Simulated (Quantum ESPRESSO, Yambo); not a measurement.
An input for Quantum ESPRESSO 7.5 (WS2 (Tungstenite)):

```
&control
  calculation = 'scf'
  prefix = 'x'
  outdir = 'o'
  pseudo_dir = 'pseudo'
  tprnfor = .true.
  tstress = .true.
/
&system
  ibrav = 0
  nat = 6
  ntyp = 2
  ecutwfc = 62.0
  nbnd = 33
  force_symmorphic = .true.
/
&electrons
  conv_thr = 1e-10
  electron_maxstep = 80
  mixing_beta = 0.5
/
ATOMIC_SPECIES
  W 183.84 W.upf
  S 32.06 S.upf
CELL_PARAMETERS angstrom
  3.1800000000 0.0000000000 0.0000000000
  -1.5900000000 2.7539607840 0.0000000000
  0.0000000000 0.0000000000 12.5000000000
ATOMIC_POSITIONS crystal
  W 0.3333333333 0.6666666667 0.2500000000
  W 0.6666666667 0.3333333333 0.7500000000
  S 0.3333333333 0.6666666667 0.6250000000
  S 0.6666666667 0.3333333333 0.1250000000
  S 0.3333333333 0.6666666667 0.8750000000
  S 0.6666666667 0.3333333333 0.3750000000
K_POINTS automatic
  6 6 2 0 0 0
```

The database entry behind the starting cell differs from later determinations by our own check (an axis about 1.4 % long against later determinations), so it need not match the best structure at ambient conditions.

```sh
OMP_NUM_THREADS=1 mpirun -n 8 pw.x -nk 8 -in pw.in > pw.out
```

**Question.** Estimate wall time and host memory on 8 MPI ranks of Arm Neoverse N1, shared host.

It took 28 s; on shared hardware allow 14 s to 55 s. Peak host memory was 0.75 GiB.

[Paths, hosts, dates, memory and timing lines, banners, echoed tables and standing remarks are left out of the program output.]

[Logs are printed without paths, hosts, clocks, repeated set-up lines and the standing remarks that a program may print on its own settings, such as how far it seeks lower states.]

[Runs of the session that timed out or met a known fault of the program may be left out.]

[Hosts, paths, dates, database ids (printed as entryN), source tags and the programs' standing remarks are cut or masked in the printed files.]
